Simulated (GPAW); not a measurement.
# A GW chain in GPAW: BaHCl (P4/nmm)

Aim: the G0W0 gap of BaHCl (P4/nmm) on LDA, step by step.

Main program and level: GPAW 26.7.0; LDA and many-body steps on it, plane waves.

The raw output is cut from this account; settings, times and results stay.

## (1) The system as given

The structure is tetragonal, space group P4/nmm (No. 129). Conventional cell: a = 4.408 Å, b = 4.408 Å, c = 7.202 Å, α = 90.00°, β = 90.00°, γ = 90.00°. Nearest to Ba lie 4 H at 2.69 Å and 6 Cl at 3.13 to 4.07 Å. Nearest to H lie 4 Ba at 2.69 Å. Cl has 6 Ba at 3.13 to 4.07 Å and 4 H at 3.35 Å nearest. Farther neighbours, and contacts between anions beyond the nearest, are not listed.

The cell and positions come from the Crystallography Open Database and are kept as given unless a step says otherwise.

## (2) Ground state

This step: GPAW 26.7.0; DFT, LDA, plane waves, PAW.

The ground-state density comes first.

run.py

```python
import json
import numpy as np
from gpaw.mpi import world
from ase import Atoms
from gpaw import GPAW, PW, FermiDirac

atoms = Atoms(['Ba', 'Ba', 'H', 'H', 'Cl', 'Cl'],
    cell=[[4.4080000000, 0.0000000000, 0.0000000000],
      [0.0000000000, 4.4080000000, 0.0000000000],
      [0.0000000000, 0.0000000000, 7.2020000000]],
    scaled_positions=[[0.0000000000, 0.5000000000, 0.2150000000],
      [0.5000000000, 0.0000000000, 0.7850000000],
      [0.0000000000, 0.0000000000, 0.0000000000],
      [0.5000000000, 0.5000000000, 0.0000000000],
      [0.0000000000, 0.5000000000, 0.6500000000],
      [0.5000000000, 0.0000000000, 0.3500000000]],
    pbc=(True, True, True))
calc = GPAW(mode=PW(600),
    xc='LDA',
    kpts={'size': (6, 6, 4), 'gamma': True},
    occupations=FermiDirac(0.001),
    nbands=-9,
    convergence={'density': 1e-6, 'bands': -3},
    maxiter=100,
    txt='gs.txt')
atoms.calc = calc
res = {'energy': atoms.get_potential_energy()}
kpts = calc.get_ibz_k_points()
res['kpts'] = kpts
res['eigenvalues'] = [calc.get_eigenvalues(kpt=k) for k in range(len(kpts))]
res['n_electrons'] = calc.get_number_of_electrons()
calc.write('gs.gpw')

if world.rank == 0:
    with open('result.json', 'w') as f:
        json.dump(res, f, default=lambda x: x.tolist())
```

On the command line:

```bash
$ mpirun -n 4 gpaw python run.py
```

The job ended after 33 s (4 MPI ranks of Arm Neoverse V1, shared host; peak memory 0.85 GiB; 2.2 min of CPU time).

This step gave:

```
total energy               : -25.69 eV
gap                        : 2.998 eV
k of the valence top       : 0, 0, 0.5
k of the conduction bottom : 0, 0, 0.5
least direct gap           : 2.998 eV
```

The gap is direct, at (0.000, 0.000, 0.500).

## (3) Empty states on the mesh, 2×2×2 mesh, 480 bands

The sums over transitions need many empty states on a uniform mesh; this step solves for them.

run.py

```python
import json
import numpy as np
from gpaw.mpi import world
from gpaw import GPAW

calc = GPAW('gs.gpw').fixed_density(kpts={'size': (2, 2, 2), 'gamma': True},
    parallel={'domain': 1, 'band': 1},
    txt='nscf.txt')
calc.diagonalize_full_hamiltonian(nbands=480)
calc.write('full.gpw', mode='all')
res = {}
kpts = calc.get_ibz_k_points()
res['kpts'] = kpts
res['eigenvalues'] = [calc.get_eigenvalues(kpt=k) for k in range(len(kpts))]
res['n_electrons'] = calc.get_number_of_electrons()

if world.rank == 0:
    with open('result.json', 'w') as f:
        json.dump(res, f, default=lambda x: x.tolist())
```

On the command line:

```bash
$ mpirun -n 4 gpaw python run.py
```

Elapsed: 3.3 min, on 4 MPI ranks; peak memory 6.8 GiB.

This step gave:

- gap: 2.998 eV
- k of the valence top: 0, 0, 0.5
- k of the conduction bottom: 0, 0, 0.5
- least direct gap: 2.998 eV
- k points computed: 6
- lowest point of the top converged band, above the valence top: 118.1076 eV

On this mesh the gap is 2.998 eV.

## (4) Screening and self-energy, 2×2×2 mesh, 218 bands, screening to 78 eV

Now the one-shot GW correction: screening in the RPA, then the self-energy of the levels asked for.

This step: G0W0 on LDA, plane waves, PAW.

run.py

```python
import json
import numpy as np
from gpaw.mpi import world
from gpaw.response.g0w0 import G0W0

gw = G0W0('full.gpw',
    filename='gw',
    kpts=[0, 1],
    bands=(16, 20),
    ecut=78,
    nbands=218,
    integrate_gamma='WS',
    ppa=True)
gw.calculate()
res = {mode: {k: v for k, v in r.items() if k != 'sigma_eskwn'}
       for mode, r in gw.all_results.items()}

if world.rank == 0:
    with open('result.json', 'w') as f:
        json.dump(res, f, default=lambda x: x.tolist())
```

On the command line:

```bash
$ mpirun -n 4 gpaw python run.py
```

The job ended after 34 s (4 MPI ranks; peak memory 1.6 GiB; 2.2 min of CPU time).

Read from the output:

```yaml
g0w0_gap_on_the_mesh: 4.979 eV
least_direct_g0w0_gap_on_the_computed_points: 4.979 eV
z_at_the_valence_top: 0.7964
z_at_the_conduction_bottom: 0.8447
starting_gap_on_the_mesh: 2.998 eV
k_of_the_valence_top: 0, 0, 0.5
k_of_the_conduction_bottom: 0, 0, 0.5
```

The gap on the mesh goes from 3.00 eV to 4.98 eV, a correction of +1.98 eV.

Limits: finite bands, cutoff and mesh; no spin-orbit coupling; coarse k mesh. v1 is the top filled band, c1 the lowest empty one. The levels before and after the correction (eV, zero at the valence-band top of each column):

```
           conduction bottom  valence top
Kohn-Sham               3.00         0.00
     G0W0               4.98         0.00
```

```
                  level  energy (eV)
Kohn-Sham  (0 0 0.5) v2       -0.250
Kohn-Sham  (0 0 0.5) v1        0.000
Kohn-Sham  (0 0 0.5) c1        2.998
Kohn-Sham  (0 0 0.5) c2        3.914
     G0W0  (0 0 0.5) v2       -0.298
     G0W0  (0 0 0.5) v1        0.000
     G0W0  (0 0 0.5) c1        4.979
     G0W0  (0 0 0.5) c2        5.957
```

## (5) Where the time went

Times are wall times on 4 MPI ranks of Arm Neoverse V1, shared host, good to a factor of about two.

```
                     step     time  share  memory (GiB)
             ground state     33 s   12 %          0.85
 empty states on the mesh  3.3 min   75 %           6.8
screening and self-energy     34 s   13 %           1.6
```

## (6) Summary of results

```json
{
 "LDA gap": "3.00 eV, direct",
 "G0W0 gap on the mesh": "4.98 eV",
 "GW settings": "2×2×2 mesh, 218 bands, screening to 78 eV, Godby-Needs plasmon pole",
 "known limits": "short of the basis limit; no spin-orbit coupling; coarse k mesh"
}
```

G0W0 moves the gap on the mesh from 3.00 eV to 4.98 eV (+1.98 eV), with Z of 0.80 and 0.84 at the edges. The dearest step here is «empty states on the mesh». Bands and cutoff are finite, so the gap stands short of the basis limit, usually by up to a few tenths of an eV; the mesh is an error of its own. The 2×2×2 mesh is coarse for this cell, which bears on the long-range parts of exchange and screening. Mesh or cutoff lie under what a gap needs, so these runs test behaviour and cost; their gaps are not to be quoted. The many-body steps are scalar-relativistic: spin-orbit coupling is not in them.

[Long decimals in the printed logs are rounded to 6 places.]

[Logs are printed without paths, hosts, clocks, repeated set-up lines and the standing remarks that a program may print on its own settings, such as how far it seeks lower states.]

[Paths, hosts, dates, memory and timing lines, banners, echoed tables and standing remarks are left out of the program output; an Ansatz launch command may be rebuilt from the run's recorded settings. Measured values are a selection of at most five: reports struck by readers or far from the other reports are left out. None is set beside runs whose start may be inverted or whose files or cutoffs have a known fault.]

[Runs of the session that timed out or met a known fault of the program may be left out.]

[Hosts, paths, dates, database ids (printed as entryN), source tags and the programs' standing remarks are cut or masked in the printed files.]

[Where the starting crystal was built by hand or by swapping elements, it need not be the compound's stable phase.]
